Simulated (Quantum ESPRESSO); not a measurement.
**MnS: which magnetic order is lowest**

A self-consistent run ends on one state, which hangs on the start. Several orders of MnS are started in Quantum ESPRESSO and their energies compared.

Method: PBE with U = 4 eV on Mn d (ortho-atomic projectors); plane waves with GBRV 1.5 PBE potentials, no spin-orbit coupling, in Quantum ESPRESSO 7.5.

This is a report of a sequence of runs, with most program output left out.

The database entry behind the starting cell differs from later determinations by our own check (an axis about 0.2 % short against later determinations), so it need not match the best structure at ambient conditions.

## 1. The structure

The structure is cubic, space group Fm-3m (No. 225). The conventional cell has a = 5.209 Å, b = 5.209 Å, c = 5.209 Å, α = 90.00°, β = 90.00°, γ = 90.00°. Mn has 6 S at 2.60 Å nearest. Nearest to S lie 6 Mn at 2.60 Å. Farther neighbours and most contacts between anions are not listed.

The cell comes from the Crystallography Open Database.

## 2. Run 1, typed as ferro +

The signs are those of the starting moments on the seeded atoms, the atoms that are given a moment.

The input, pw.in:

```
&CONTROL
  calculation = 'scf'
  prefix = 'pwscf'
  outdir = './tmp'
  pseudo_dir = './pseudo'
  disk_io = 'nowf'
/
&SYSTEM
  ibrav = 0
  celldm(1) = 8
  nat = 2
  ntyp = 2
  ecutwfc = 40
  ecutrho = 280
  nbnd = 19
  occupations = 'smearing'
  smearing = 'fd'
  degauss = 0.00367493
  nspin = 2
  starting_magnetization(1) = 0.3
  starting_magnetization(2) = 0
/
&ELECTRONS
  conv_thr = 4d-09
  electron_maxstep = 150
  mixing_beta = 0.3
/
ATOMIC_SPECIES
Mn     54.9380 mn_pbe_v1.5.uspp.F.UPF
S      32.0600 s_pbe_v1.4.uspp.F.UPF
CELL_PARAMETERS alat
   0.0000000000000    0.6152239614485    0.6152239614485
   0.6152239614485    0.0000000000000    0.6152239614485
   0.6152239614485    0.6152239614485    0.0000000000000
ATOMIC_POSITIONS crystal
Mn      0.0000000000    0.0000000000    0.0000000000
S       0.5000000000    0.5000000000    0.5000000000
K_POINTS automatic
8 8 8 0 0 0
HUBBARD {ortho-atomic}
U Mn-3d 4.0000
```

Launch:

```bash
OMP_NUM_THREADS=1 mpirun -n 4 pw.x -nk 4 -in pw.in > pw.out
```

Run time: 4.8 s. Hardware: 4 MPI ranks of Intel Xeon 6975P-C (Granite Rapids), shared host; peak memory 0.36 GiB; 18 s of CPU time.

Spin moment in the atom's sphere by atom:

```tsv
atom	spin moment in the atom's sphere (μB)
Mn1	4.51
S2	0.11
```

This step gave:

```yaml
smearing_term_ts: 2.08e-6 eV
magnetization: 5 μB
absolute_magnetization: 5 μB
final_state: ferromagnetic
```

Spin density in the ac plane of the conventional cell at fractional y = 0.000, with atoms of Mn and S within 0.2 Å of it.

Ten even steps from '_' (0.0 e/Å³) to '@' (6.4 e/Å³), each cell a mean:
```
##::____________________..++
..________________________..
____________________________
____________________________
______________..____________
__________..++**::__________
__________..##@@--__________
____________::--..__________
____________________________
____________________________
____________________________
--..______________________::
@@--____________________..##
```
Columns run along a (5.2 Å), rows up along c (5.2 Å), edges of the conventional cell, whose origin can differ from the input's. Atoms in or near the plane, at fractional coordinates: Mn at (0.00, 0.00), Mn at (0.50, 0.50), S at (0.50, 0.00), S at (0.00, 0.50).

Valence density in the ac plane of the conventional cell at fractional y = 0.000, with atoms of Mn and S within 0.2 Å of it. It is the smooth field of the valence electrons, not physical close to the nuclei.

Values in e/Å³, 13 rows by 14 columns, each cell a mean:
```
15  6  1  0  1  1  1  1  1  1  0  0  2 12
 3  1  0  0  0  1  1  1  1  0  0  0  1  2
 0  0  0  0  0  0  0  0  0  0  0  0  0  0
 0  0  0  0  0  0  0  0  0  0  0  0  0  0
 1  1  0  0  0  0  2  2  1  0  0  0  1  1
 1  1  1  0  0  2 11 14  5  1  0  1  1  1
 1  1  1  0  0  3 16 15  9  1  0  1  1  1
 1  1  1  0  0  1  6  9  3  0  0  0  1  1
 1  1  0  0  0  0  1  1  0  0  0  0  0  1
 0  0  0  0  0  0  0  0  0  0  0  0  0  0
 1  0  0  0  0  0  1  1  1  0  0  0  0  0
 7  2  0  0  0  1  1  1  1  1  0  0  1  5
15  8  1  0  1  1  1  1  1  1  0  0  3 15
```
Columns run along a (5.2 Å), rows up along c (5.2 Å), edges of the conventional cell, whose origin can differ from the input's. Atoms in or near the plane, at fractional coordinates: Mn at (0.00, 0.00), Mn at (0.50, 0.50), S at (0.50, 0.00), S at (0.00, 0.50).

## 3. Run 2, typed as antiferro q=(0,1/2,1/2) +−

The cell is doubled to 4 atoms to hold this order. The wavevector q is in fractions of the reciprocal vectors of the crystal's primitive cell, as the cells of these inputs are built from it; moments change sign between cells as cos(2π q·R).

The input, pw.in:

```
&CONTROL
  calculation = 'scf'
  prefix = 'pwscf'
  outdir = './tmp'
  pseudo_dir = './pseudo'
  disk_io = 'nowf'
/
&SYSTEM
  ibrav = 0
  celldm(1) = 8
  nat = 4
  ntyp = 3
  ecutwfc = 40
  ecutrho = 280
  nbnd = 30
  occupations = 'smearing'
  smearing = 'fd'
  degauss = 0.00367493
  nspin = 2
  starting_magnetization(1) = 0.3
  starting_magnetization(2) = -0.3
  starting_magnetization(3) = 0
/
&ELECTRONS
  conv_thr = 8d-09
  electron_maxstep = 150
  mixing_beta = 0.3
/
ATOMIC_SPECIES
Mn1    54.9380 mn_pbe_v1.5.uspp.F.UPF
Mn2    54.9380 mn_pbe_v1.5.uspp.F.UPF
S      32.0600 s_pbe_v1.4.uspp.F.UPF
CELL_PARAMETERS alat
   0.0000000000000    0.6152239614485    0.6152239614485
   1.2304479228970    0.0000000000000    1.2304479228970
   1.2304479228970    0.6152239614485    0.6152239614485
ATOMIC_POSITIONS crystal
Mn1     0.0000000000    0.0000000000    0.0000000000
Mn2     0.0000000000    0.5000000000    0.0000000000
S       0.5000000000    0.0000000000    0.5000000000
S       0.5000000000    0.5000000000    0.5000000000
K_POINTS automatic
8 4 8 0 0 0
HUBBARD {ortho-atomic}
U Mn1-3d 4.0000
U Mn2-3d 4.0000
```

It took 26 s on 4 MPI ranks; peak memory 0.67 GiB.

Spin moment in the atom's sphere by atom:

```tsv
atom	spin moment in the atom's sphere (μB)
Mn1	4.48
Mn2	-4.48
S3	-0.04
S4	0.04
```

This step gave:

| Quantity | Value |
| --- | --- |
| smearing term TS | 2.86e-6 eV |
| magnetization | 0 μB |
| absolute magnetization | 9.719 μB |
| final state | antiferromagnetic |

Spin density in the ac plane of the conventional cell at fractional y = 0.000, with atoms of Mn and S within 0.2 Å of it.

Ten even steps from '0' (-6.4 e/Å³) to '9' (6.2 e/Å³), each cell a mean:
```
86555555555557
55555555555555
55555555555555
55555555555555
55555444445555
55554421345555
55554410345555
55554433445555
55555444455555
55555555555555
55555555555555
65555555555556
97555555555558
```
Columns run along a (5.2 Å), rows up along c (5.2 Å), edges of the conventional cell, whose origin can differ from the input's. Atoms in or near the plane, at fractional coordinates: Mn at (0.00, 0.00), Mn at (0.50, 0.50), S at (0.50, 0.00), S at (0.00, 0.50).

Valence density in the ac plane of the conventional cell at fractional y = 0.000, with atoms of Mn and S within 0.2 Å of it. It is the smooth field of the valence electrons, not physical close to the nuclei.

Ten steps, logarithmic in the rise over the least value, from '0' (0 e/Å³) to '9' (16 e/Å³), each cell a mean:
```
97312433431259
64101344321025
11000122210001
21000011100012
43210255310133
34311599731243
43322699831343
44311478621234
32100133200123
11000111100011
31001233210012
85212344431147
98313434432269
```
Columns run along a (5.2 Å), rows up along c (5.2 Å), edges of the conventional cell, whose origin can differ from the input's. Atoms in or near the plane, at fractional coordinates: Mn at (0.00, 0.00), Mn at (0.50, 0.50), S at (0.50, 0.00), S at (0.00, 0.50).

## 4. Run 3 (antiferro q=(0,0,1/2) +−)

The cell is doubled to 4 atoms to hold this order.

pw.in, as its differences from that of step 3:

```diff
@@ -34,11 +34,11 @@
    0.0000000000000    0.6152239614485    0.6152239614485
-   1.2304479228970    0.0000000000000    1.2304479228970
-   1.2304479228970    0.6152239614485    0.6152239614485
+   0.6152239614485    0.0000000000000    0.6152239614485
+   1.2304479228970    1.2304479228970    0.0000000000000
 ATOMIC_POSITIONS crystal
 Mn1     0.0000000000    0.0000000000    0.0000000000
-Mn2     0.0000000000    0.5000000000    0.0000000000
-S       0.5000000000    0.0000000000    0.5000000000
-S       0.5000000000    0.5000000000    0.5000000000
+Mn2     0.0000000000    0.0000000000    0.5000000000
+S       0.5000000000    0.5000000000    0.2500000000
+S       0.5000000000    0.5000000000    0.7500000000
 K_POINTS automatic
-8 4 8 0 0 0
+8 8 4 0 0 0
 HUBBARD {ortho-atomic}
```

Elapsed: 18 s, on 4 MPI ranks; peak memory 0.55 GiB; 71 s of CPU time.

Spin moment in the atom's sphere by atom:

```tsv
atom	spin moment in the atom's sphere (μB)
Mn1	4.43
Mn2	-4.43
S3	0.00
S4	0.00
```

This step gave:

- smearing term TS: 1.61e-11 eV
- magnetization: 0 μB
- absolute magnetization: 9.474 μB
- final state: antiferromagnetic

## 5. Run 4, typed as no spin polarisation

The input, pw.in:

```
&CONTROL
  calculation = 'scf'
  prefix = 'pwscf'
  outdir = './tmp'
  pseudo_dir = './pseudo'
  disk_io = 'nowf'
/
&SYSTEM
  ibrav = 0
  celldm(1) = 8
  nat = 2
  ntyp = 2
  ecutwfc = 40
  ecutrho = 280
  nbnd = 17
  occupations = 'smearing'
  smearing = 'fd'
  degauss = 0.00367493
/
&ELECTRONS
  conv_thr = 4d-09
  electron_maxstep = 150
  mixing_beta = 0.3
/
ATOMIC_SPECIES
Mn     54.9380 mn_pbe_v1.5.uspp.F.UPF
S      32.0600 s_pbe_v1.4.uspp.F.UPF
CELL_PARAMETERS alat
   0.0000000000000    0.6152239614485    0.6152239614485
   0.6152239614485    0.0000000000000    0.6152239614485
   0.6152239614485    0.6152239614485    0.0000000000000
ATOMIC_POSITIONS crystal
Mn      0.0000000000    0.0000000000    0.0000000000
S       0.5000000000    0.5000000000    0.5000000000
K_POINTS automatic
8 8 8 0 0 0
HUBBARD {ortho-atomic}
U Mn-3d 4.0000
```

Run time: 3.6 s. Hardware: 4 MPI ranks; peak memory 0.33 GiB.

This step gave:

| Quantity | Value |
| --- | --- |
| smearing term TS | 0.06467 eV |
| final state | non-magnetic (no spin polarisation) |

## 6. Ranking

An order is kept where moments of 0.15 μB or more survive with the typed signs; meshes match where a doubled cell samples the same k points as the first cell.

Orders:

```tsv
start	final state	typed order kept	energy over the lowest (meV a seeded atom)	largest site moment (μB)	net moment (μB a cell of the first run)	mesh matched	CPU time (s)
ferro +	ferromagnetic	yes	56.84	4.507	5	yes	18.07
antiferro q=(0,1/2,1/2) +-	antiferromagnetic	yes	35.34	4.485	0	yes	103.4
antiferro q=(0,0,1/2) +-	antiferromagnetic	yes	0	4.425	0	yes	71.31
no spin polarisation	non-magnetic	-	4701	0	0	yes	13.52
```

## 7. A Heisenberg model

E = −Σ J e·e over ordered pairs of unit vectors, so each pair counts twice. As many shells are taken as there are differences of energy, so the couplings are solved for and no residual tests the model; further shells are folded in, and shells whose pairs keep their relative signs in all orders cancel and are not probed. Couplings from the energies:

```tsv
pair	distance (Å)	neighbours an atom	J (meV)
Mn-Mn	3.683	12	-1.344
Mn-Mn	5.209	6	-3.393
```

## 8. Occupations of the corrected shells in the lowest state

Occupations of the Hubbard shells:

```tsv
block	type	shell	spin	electrons	occupation numbers
1	Mn1	3d	up	4.966	0.990 0.990 0.996 0.996 0.996
1	Mn1	3d	down	0.3011	0.022 0.022 0.022 0.117 0.117
2	Mn2	3d	up	0.3011	0.022 0.022 0.022 0.117 0.117
2	Mn2	3d	down	4.966	0.990 0.990 0.996 0.996 0.996
```

## 9. Summary of results

```yaml
lowest_state_found: antiferromagnetic (from antiferro q=(0,0,1/2) +-)
largest_site_moment: 4.43 μB
next_state_with_moments: antiferromagnetic, 35.3 meV a seeded atom higher
state_without_moments_under_the_same_u: 4701 meV a seeded atom higher
j_of_the_weightiest_shell: -3.39 meV
```

**Reading.** Under a U the spinless run pays the Hubbard penalty of a partly filled shell, so its energy overstates what forming the moments gains. The largest moment changes by 1.8 % between the kept orders, as for well localised moments. This is the lowest of 4 collinear or spinless starts, no proof of the ground state.

[Logs and program files are shortened in this print: banners, set-up blocks, solver, clock and traceback lines can be left out without a mark of their own.]

[Logs are printed without paths, hosts, clocks, repeated set-up lines and the standing remarks that a program may print on its own settings, such as how far it seeks lower states.]

[Hosts, paths, dates, database ids (printed as entryN), source tags and the programs' standing remarks are cut or masked in the printed files.]

[Where a cell is said to come from a database of computed structures, the database is the Materials Project.]
